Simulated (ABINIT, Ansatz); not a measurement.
# Zr (Zirconium): phonons by linear response, part 4 of 4

Aim: the phonon dispersion of Zr (Zirconium), checked by a second program.

ABINIT 10.8.3; DFT PBE, scalar-relativistic, plane waves, PseudoDojo norm-conserving pseudopotentials.

So far, highest frequency (cm⁻¹): step 7 (interpolated phonon bands) 196.

### Step 9. A second program

A second program on the same cell, potentials, cutoff and meshes tests the implementation of the phonon response, not its convergence.

This step: DFT PBE, scalar-relativistic, plane waves, PseudoDojo norm-conserving pseudopotentials (Ansatz 0.2.0).

The input, input.yaml:

```yaml
crystal:
  lattice:
    - [3.2324017531, 0.0, 0.0]
    - [-1.6162008765, 2.7993420334, 0.0]
    - [0.0, 0.0, 5.1787191011]
  atoms:
    - { symbol: Zr, position: [0.3333333333, 0.6666666667, 0.25] }
    - { symbol: Zr, position: [0.6666666667, 0.3333333333, 0.75] }
kpoints:
  mp_grid: { grid: [12, 12, 6] }
hamiltonian:
  xc: pbe
  pseudopotentials: { kind: nc, accuracy: standard }
scf:
  occupations: { method: gaussian, width: 0.27211 }
output:
  eigenvalues: true
basis:
  ecutwfc: 789.13
phonons:
  method: dfpt
  qmesh: [3, 3, 2]
  temperatures: { t_max: 1000, t_step: 50 }
  qpath:
    path:
      - [[0.0, 0.0, 0.0], [0.5, 0.0, 0.0], [0.33333333, 0.33333333, 0.0], [0.0, 0.0, 0.0], [0.0, 0.0, 0.5], [0.5, 0.0, 0.5], [0.33333333, 0.33333333, 0.5], [0.0, 0.0, 0.5]]
      - [[0.5, 0.0, 0.5], [0.5, 0.0, 0.0]]
      - [[0.33333333, 0.33333333, 0.5], [0.33333333, 0.33333333, 0.0]]
    npoints: 10
  electrical_resistivity: { temperatures: [77, 300], mesh: [36, 36, 18] }
```

On the command line:

```console
$ ansatz run input.yaml --threads 16 --pin off --max-ram 32768MiB --backend cpu --events-out ev --progress --plain --runs-dir out
```

Numbers of over 12 decimals in the logs are rounded to 6 here.

Output:

```text
Warning: basis.ecutwfc = 789.13 eV is below the records' recommended 897.975746 eV, and the density's cutoff is lower with it unless basis.ecutrho_ratio is high enough to keep the records' density cutoff: compare with a run at a higher cutoff
Engine: ansatz 0.2.0, aarch64-unknown-linux-gnu
Pseudopotentials: kind: nc
Pseudopotential: Zr, nc, valence charge 12, recommended cutoff 897.975746 eV (normal), Zr.nc.azcp (PseudoDojo's, or run here from an input of PseudoDojo's; its table is named by hamiltonian.pseudopotentials.accuracy)
Functional definition: PBE
  parameter kappa = 0.804
  parameter beta = 0.066725
  exchange = pbe_x(kappa = kappa, mu = beta*pi^2/3)
  correlation = pbe_c(beta = beta)
Crystal: 2 atoms, lattice volume = 46.860 Å³
Basis set: ecut = 789.13 eV, 2333 PW (Γ), exchange–correlation on 60×60×96 points (8 copies of the dense FFT grid, shifted against one another)
Bands: 16, of which v1, the nominal top of the filled ones, is band 12 counted from 1 (11 counted from 0)
Symmetry: 24 space group operations
k-points: 76 of 864
Non-local potential: Zr, projectors of the file, l = 0: 2, l = 1: 2, l = 2: 2
Initial density: superposition of atomic densities (chi_scale 0.1, normalization cell)
Initial wavefunctions: pseudopotential atomic-orbital guess
Functional: x = pbe(κ = 0.804, μ = 0.219515), c = pbe(β = 0.066725)
SCF iter   1: F=—  HF=-2755.130678 eV  |F-HF|=—  |Δ(HF+E_count)|=         —  Δρ=2.91e-2  dr2=5.05e-1  ethr=3.10e-3  ⟨swp⟩=5.9  Hψ=12821  notcnv=0
automatic band count: the SCF goes on with 20 bands, as 16 were too few: they end inside the smearing window of the response
preconditioner: auto → Kerker (q_TF=auto, 2.440 Å⁻¹)  [metal: Δε(μ)=0.017 eV  Ē_g=5.080 eV  σ=0.272 eV  W_gap=0.04  n_scr=10 (ndim 8)  ℏωp=15.3 eV  f_vac=0.000  D(μ)=1.97/eV (n_scr^D=22)]
SCF iter   2: F=—  HF=-2755.016275 eV  |F-HF|=—  |Δ(HF+E_count)|=   1.14e-1  Δρ=1.75e-2  dr2=1.81e-1  ethr=2.10e-3  ⟨swp⟩=1.1  Hψ=2134  notcnv=0
SCF iter   3: F=—  HF=-2754.960685 eV  |F-HF|=—  |Δ(HF+E_count)|=   5.56e-2  Δρ=2.23e-3  dr2=1.40e-3  ethr=7.56e-4  ⟨swp⟩=2.9  Hψ=2354  notcnv=0
SCF iter   4: F=—  HF=-2754.960709 eV  |F-HF|=—  |Δ(HF+E_count)|=   2.47e-5  Δρ=2.36e-4  dr2=2.09e-5  ethr=5.84e-6  ⟨swp⟩=2.3  Hψ=2003  notcnv=0
SCF iter   5: F=—  HF=-2754.960713 eV  |F-HF|=—  |Δ(HF+E_count)|=   3.68e-6  Δρ=4.78e-5  dr2=9.04e-7  ethr=8.69e-8  ⟨swp⟩=2.6  Hψ=2161  notcnv=0
SCF iter   6: F=—  HF=-2754.960712 eV  |F-HF|=—  |Δ(HF+E_count)|=   1.24e-6  Δρ=7.97e-6  dr2=2.32e-8  ethr=3.77e-9  ⟨swp⟩=2.7  Hψ=2508  notcnv=0  defer=105
SCF iter   7: F=—  HF=-2754.960712 eV  |F-HF|=—  |Δ(HF+E_count)|=  5.33e-10  Δρ=1.31e-6  dr2=6.70e-10  ethr=9.66e-11  ⟨swp⟩=2.2  Hψ=2344  notcnv=0  defer=105
SCF iter   8: F=—  HF=-2754.960712 eV  |F-HF|=—  |Δ(HF+E_count)|=  5.96e-11  Δρ=2.07e-7  dr2=1.41e-11  ethr=2.79e-12  ⟨swp⟩=2.6  Hψ=2443  notcnv=0  defer=105
SCF iter   9: F=-2754.960712 eV  HF=-2754.960712 eV  |F-HF|=4.55e-13  |Δ(HF+E_count)|=  7.28e-12  Δρ=2.69e-8  dr2=2.88e-13  ethr=1.00e-12  ⟨swp⟩=11.6  Hψ=8186  notcnv=0
SCF 1 converged in 9 iterations: F = -2754.960712 eV  dr2 = 2.88e-13
NSCF: frozen V_eff on 76 k-points
WARN: eigensolver did not converge in 5 slots of this pass, the one above among them; of largest residual over every band (k=16): 1 band(s) unlocked (lowest unlocked band 19, counted from 0; max residual 1.85e-4 eV among the unlocked bands, 1.85e-4 eV over every band); of lowest unlocked band (k=16): band 19
NSCF: frozen V_eff on 172 k-points
DFPT response loops at q = (0, 0, 0) (fractional): preconditioner auto → Kerker (q_TF=auto, 2.440 Å⁻¹) (partly filled bands, converged f_vac=0.000); β = 1.00, the filter's whole step (`scf.mixing.beta` (0.50) is not read by the response loops under this deck's `scf.mixing.preconditioner`; to damp them name `kerker` or `kerker_dos`, under which they read `scf.mixing.beta`, and type it under 1.00, their step now; both keys bind the ground state too); Broyden in place of MSR1
NSCF: frozen V_eff on 344 k-points
DFPT response loops at q = (0, 0, -0.5) (fractional): mixed as the last ones told, above
NSCF: frozen V_eff on 624 k-points
DFPT response loops at q = (0, 0.333333, 0) (fractional): mixed as the last ones told, above
NSCF: frozen V_eff on 624 k-points
DFPT response loops at q = (0, 0.333333, -0.5) (fractional): mixed as the last ones told, above
NSCF: frozen V_eff on 624 k-points
DFPT response loops at q = (0.333333, 0.333333, 0) (fractional): mixed as the last ones told, above
NSCF: frozen V_eff on 624 k-points
DFPT response loops at q = (0.333333, 0.333333, -0.5) (fractional): mixed as the last ones told, above
Bands: 20, of which v1, the nominal top of the filled ones, is band 12 counted from 1 (11 counted from 0)
SCF iter   1: F=—  HF=-2755.130678 eV  |F-HF|=—  |Δ(HF+E_count)|=         —  Δρ=2.91e-2  dr2=5.05e-1  ethr=3.10e-3  ⟨swp⟩=5.9  Hψ=7442  notcnv=0
SCF iter   2: F=—  HF=-2755.016275 eV  |F-HF|=—  |Δ(HF+E_count)|=   1.14e-1  Δρ=1.75e-2  dr2=1.81e-1  ethr=2.10e-3  ⟨swp⟩=1.1  Hψ=2134  notcnv=0
SCF iter   3: F=—  HF=-2754.960685 eV  |F-HF|=—  |Δ(HF+E_count)|=   5.56e-2  Δρ=2.23e-3  dr2=1.40e-3  ethr=7.56e-4  ⟨swp⟩=2.9  Hψ=2354  notcnv=0
SCF iter   4: F=—  HF=-2754.960709 eV  |F-HF|=—  |Δ(HF+E_count)|=   2.47e-5  Δρ=2.36e-4  dr2=2.09e-5  ethr=5.84e-6  ⟨swp⟩=2.3  Hψ=2003  notcnv=0
SCF iter   5: F=—  HF=-2754.960713 eV  |F-HF|=—  |Δ(HF+E_count)|=   3.68e-6  Δρ=4.78e-5  dr2=9.04e-7  ethr=8.69e-8  ⟨swp⟩=2.6  Hψ=2161  notcnv=0
SCF iter   6: F=—  HF=-2754.960712 eV  |F-HF|=—  |Δ(HF+E_count)|=   1.24e-6  Δρ=7.97e-6  dr2=2.32e-8  ethr=3.77e-9  ⟨swp⟩=2.7  Hψ=2508  notcnv=0  defer=105
SCF iter   7: F=—  HF=-2754.960712 eV  |F-HF|=—  |Δ(HF+E_count)|=  5.33e-10  Δρ=1.31e-6  dr2=6.70e-10  ethr=9.66e-11  ⟨swp⟩=2.2  Hψ=2344  notcnv=0  defer=105
SCF iter   8: F=—  HF=-2754.960712 eV  |F-HF|=—  |Δ(HF+E_count)|=  5.96e-11  Δρ=2.07e-7  dr2=1.41e-11  ethr=2.79e-12  ⟨swp⟩=2.6  Hψ=2443  notcnv=0  defer=105
SCF iter   9: F=-2754.960712 eV  HF=-2754.960712 eV  |F-HF|=4.55e-13  |Δ(HF+E_count)|=  6.82e-12  Δρ=2.67e-8  dr2=2.89e-13  ethr=1.00e-12  ⟨swp⟩=2.7  Hψ=3049  notcnv=0
SCF 2 converged in 9 iterations: F = -2754.960712 eV  dr2 = 2.89e-13
NSCF: frozen V_eff on 76 k-points
NSCF: frozen V_eff on 95 k-points
[...]
SCF converged after 9 iterations
Free energy (F): -2754.960712 eV
Harris-Foulkes:  -2754.960712 eV  (|F-HF|=4.55e-13)
Internal energy: -2754.881862 eV  (E = F + TS)
E sigma→0 (E₀):  -2754.921287 eV
Entropy (-TS):   -0.078850 eV (-39.425 meV/atom)
Fermi energy:    13.983095 eV
--- Per-component energies (eV) ---
  E_band       = -193.721865
  E_kinetic    = 785.436235
  E_local      = -1565.691365  (includes V_loc(G=0)·N_el)
  E_nonlocal   = 288.588691
  E_hartree    = 374.402947
  E_xc         = -544.855515
  E_vxc        = -450.861312  (∫ρ·V_xc dr)
  E_ewald      = -2092.762856
  E_smearing   = -0.078850  (= −TS)
  E_closure    = -0.000000  (closes the sum)
  Σ components = -2754.960712   (vs F -2754.960712, Δ=0.00e0)
--- Band table (eV; the first three rows and the last of 76) ---
  k-point 0: bands = [... 8 lower, 8.3759, 11.0005, 14.8881, 14.8881, 14.9806, 15.1166, 15.5617, 15.5617, ... 4 higher]
  k-point 1: bands = [... 8 lower, 8.6028, 10.9724, 14.7258, 14.7874, 14.7874, 14.8081, 15.4011, 15.4011, ... 4 higher]
  k-point 2: bands = [... 8 lower, 9.2281, 10.7298, 14.1239, 14.3978, 14.7053, 14.7053, 15.0739, 15.0739, ... 4 higher]
  k-point 75: bands = [... 8 lower, 12.5959, 12.5959, 12.7570, 12.7570, 13.9776, 13.9776, 16.0361, 16.0361, ... 4 higher]
--- Phonons (Γ-DFPT): 2 representative perturbations + reference (Σ response iterations 8) ---
  ASR residual: 2.621e-5 → 0.000e0 eV/Å²; symmetrization residual: 2.409e-10 eV/Å²
  ASR residual per site (eV/Å²): 2.62e-5 2.62e-5
  Γ frequencies (cm⁻¹): 0.00 0.00 0.00 68.63 68.63 152.86
--- Phonons (arbitrary-q DFPT): 6 irreducible q on the 3×3×2 mesh ---
  q = [0.0000, 0.0000, 0.0000] (star 1, of the zone-centre solve; hermiticity 6.15e-11, symmetrization 3.07e-11): -0.00 0.00 0.00 68.63 68.63 152.86
  q = [0.0000, 0.0000, -0.5000] (star 1, 2 solved perturbations in 248 linear systems a pass and spin channel, the states on 172 of 864 k-point pairs; hermiticity 6.00e-9, symmetrization 2.36e-8): 50.38 50.38 50.38 50.38 132.85 132.85
  q = [0.0000, 0.3333, 0.0000] (star 6, 3 solved perturbations on 312 of 864 k-point pairs; hermiticity 1.02e-8, symmetrization 3.64e-10): 59.31 68.13 138.45 140.97 156.08 159.18
  q = [0.0000, 0.3333, -0.5000] (star 6, 3 solved perturbations on 312 of 864 k-point pairs; hermiticity 3.35e-8, symmetrization 6.36e-9): 103.81 103.81 110.26 110.26 166.16 166.16
  q = [0.3333, 0.3333, 0.0000] (star 2, 2 solved perturbations in 436 linear systems a pass and spin channel, the states on 312 of 864 k-point pairs; hermiticity 4.89e-9, symmetrization 2.45e-9): 120.35 120.35 135.76 135.76 142.64 195.55
  q = [0.3333, 0.3333, -0.5000] (star 2, 2 solved perturbations in 436 linear systems a pass and spin channel, the states on 312 of 864 k-point pairs; hermiticity 1.70e-8, symmetrization 2.69e-9): 67.39 67.39 167.15 167.15 172.92 172.92
  sum rule: each row above includes the acoustic sum rule's correction from the zone centre's row sums; it moved no ω² by more than (0.28 cm⁻¹)²
  mesh force constants: q→R imaginary residual 0.00e0; ASR residual 2.621e-5 → 0.000e0 eV/Å²; symmetrization residual 3.553e-15 eV/Å²
  interpolated dispersion: 93 rows × 6 modes
  density of states and harmonic sums: on the 24×24×12 q-mesh, interpolated from the force constants of a 3×3×2 supercell (no non-analytic term)
  largest difference from the sums on the solved wave vectors: F 3.57e-2 eV, S 5.00e-5 and C_V 1.43e-5 eV/K
  zero-point energy: 0.045243 eV/cell   skipped modes (ω ≤ 0): 3   left out of the sums: 7.23e-5 of the cell's modes: C_V's classical limit lies that fraction below 3 k_B per atom; for a crystal, a wire or a layer, F and S can be off by more, and a phonons.interpolated_qmesh denser along its periods is the remedy for the sampling
--- Electrical resistivity: potentials and phonons of a 3×3×2 supercell ---
  scattering by harmonic phonons alone, with no dipole-dipole term; scattering by other electrons, impurities, surfaces and spin disorder is left out, and so is spin–orbit coupling
  the resistivity is that of a variational response, whose dependence on the energy is improved iteratively
  at the Fermi level of each mesh (of a tensor a third of its trace):
           mesh   spin    states/(eV spin)  plasma energy (eV)         λ      λ_tr    ħω_log (meV)
       36×36×18                     0.9370              3.9704    0.6095    0.6474          12.435
        18×18×9                     0.9344              3.9475    0.6116    0.6505          12.445
  resistivity on the deck's mesh, µΩ·cm:
     T (K)       trace/3  mesh converged            xx            yy            zz    lowest order   relaxation time
     77.00      8.5720e0              no      9.0882e0      9.0882e0      7.5395e0        9.1678e0          8.2739e0
    300.00      4.7448e1              no      4.9960e1      4.9960e1      4.2423e1        4.9398e1          4.5686e1
  mean free path at 77 K (of a tensor a third of its trace): 19.5 nm by what each carries, 16.3 by the Fermi surface alone
  Hall coefficient in a weak field at 77 K (a third of the trace): 6.516e-11 m³/C (as a tensor it moves by 1.9 % between the two finest meshes); by each state's relaxation time: 4.898e-11 m³/C; by a constant relaxation time: -5.087e-12 m³/C
  mean free path at 300 K (of a tensor a third of its trace): 3.44 nm by what each carries, 2.95 by the Fermi surface alone
  Hall coefficient in a weak field at 300 K (a third of the trace): 3.105e-11 m³/C (as a tensor it moves by 1.1 % between the two finest meshes); by each state's relaxation time: 1.990e-11 m³/C; by a constant relaxation time: -1.505e-11 m³/C
  the resistivity times a path that all electrons share, by the Fermi surface of the deck's mesh alone (a third of the trace): 1.409e-15 Ω·m²
  not converged in the mesh (the resistivity at 77 K by 9.73 %; the resistivity at 300 K by 5.01 %): between neighbouring meshes, the two finest first, λ moves by 0.34 %, λ_tr by 0.53 % and the resistivity by up to 9.73 %; an estimate, no bound, puts it up to 8.3e-8 % above the Boltzmann equation's exact value after up to 4 iterations (at most 30 are made, fewer where the estimate is under 1.0e-6 % of each spin channel's own resistivity)
  vibrations of 18 cells: unjudged by the run; compare a larger repeat
  the changes of the potential over all sites missed a rigid shift's by 0.00 % (the site terms' by 0.00 %)
  at the force constants' own smearing the fine mesh and the k-points of their solves give squared frequencies that differ by 1.9 % of the larger at the most, at (0, 0, 0)
```

The job ended after 2.3 min (16 threads of Arm Neoverse V2, shared host; peak memory 4.8 GiB; 35 min of CPU time).

This step gave:

| Quantity | Value |
| --- | --- |
| sum-rule residual before enforcement | 2.62e-5 eV/Å² |
| mean frequency | 121.6 cm⁻¹ |
| Debye temperature (second moment) | 237 K |
| logarithmic mean frequency | 114.1 cm⁻¹ |
| highest optical zone-centre mode (no LO-TO term) | 152.9 cm⁻¹ |
| lowest optical zone-centre mode | 68.63 cm⁻¹ |
| lowest mode on the q mesh (acoustic ones at the zone centre apart) | 50.38 cm⁻¹ |
| zero-point energy per atom | 22.62 meV |
| vibrational entropy at 300 K | 40.36 J/(mol atoms K) |

### Step 10. The two compared: ABINIT PseudoDojo and Ansatz, PseudoDojo

Numbers from this step:

| Item | Value |
| --- | --- |
| root-mean-square difference | 0.05 cm⁻¹ |
| largest difference | 0.14 cm⁻¹ |
| root-mean-square difference on the path | 0.6 cm⁻¹ |
| largest difference on the path | 3.3 cm⁻¹ |

The 12 of 33 modes that differ most. Frequencies side by side:

```csv
q (reciprocal lattice),mode,ABINIT PseudoDojo (cm⁻¹),"Ansatz, PseudoDojo (cm⁻¹)"
0 0 0,4,68.68,68.63
0 0 0,5,68.68,68.63
0 0 0,6,152.8,152.9
0.3333 0 0,1,59.24,59.31
0.3333 0 0,2,67.99,68.13
0.3333 0 0,5,156,156.1
0.3333 0.3333 0,1,120.3,120.3
0.3333 0.3333 0,2,120.3,120.3
0 0 0.5,1,50.43,50.38
0 0 0.5,2,50.43,50.38
0 0 0.5,5,132.8,132.8
0 0 0.5,6,132.8,132.8
```

At the solved wavevectors the largest difference (acoustic modes at Γ apart) is 0.07 % of the highest mode (on the interpolated path 2 %).

### Step 11. What came out

* space group after relaxation: P6_3/mmc
* volume per atom: 23.4 Å³
* highest optical zone-centre mode (no LO-TO term): 152.8 cm⁻¹
* lowest optical zone-centre mode: 68.7 cm⁻¹
* q mesh: 3×3×2
* lowest mode on the q mesh (acoustic ones at the zone centre apart): 50.4 cm⁻¹
* zero-point energy per atom: 22.6 meV
* heat capacity at 300 K: 24.2 J/(mol atoms K)
* vibrational entropy at 300 K: 40.4 J/(mol atoms K)
* imaginary modes on the q mesh: none
* largest difference from Ansatz, PseudoDojo: 0.14 cm⁻¹

What this shows: Zr (Zirconium) is dynamically stable on the 3×3×2 mesh; its spectrum reaches 196 cm⁻¹. At the PBE level the optical modes of Zr (Zirconium) at the zone centre run from 69 to 153 cm⁻¹. Along axes with an odd number of divisions the mesh misses the zone-boundary points at one half, where instabilities often lie; those are only interpolated. The base run prints -0.46 GPa, mostly the error of a finite basis; the relaxation, with a smoothed and higher cutoff, had brought the cell to rest. ABINIT PseudoDojo and Ansatz, PseudoDojo agree to 0.14 cm⁻¹ (0.07 % of the highest mode compared) on all solved modes but the acoustic ones at Γ. Their interpolated bands part by up to 3 cm⁻¹. These are harmonic frequencies at zero temperature: anharmonic shifts and linewidths and thermal expansion are left out. In a metal the frequencies hang on the k mesh and the smearing, most of all near Kohn anomalies. Ansatz warns that the cutoff lies 12 % under the one recommended for these files; agreement at one cutoff is not convergence. Electron-phonon sums were run after this but are left out, since no second program bore their λ out within 30 %; a λ that a log prints is not taken as a result.

[Host names and launcher messages were left out of these logs when they were recorded.]

[Logs are printed without paths, hosts, clocks, repeated set-up lines and the standing remarks that a program may print on its own settings, such as how far it seeks lower states.]

[Hosts, paths, dates, database ids (printed as entryN), source tags and the programs' standing remarks are cut or masked in the printed files.]
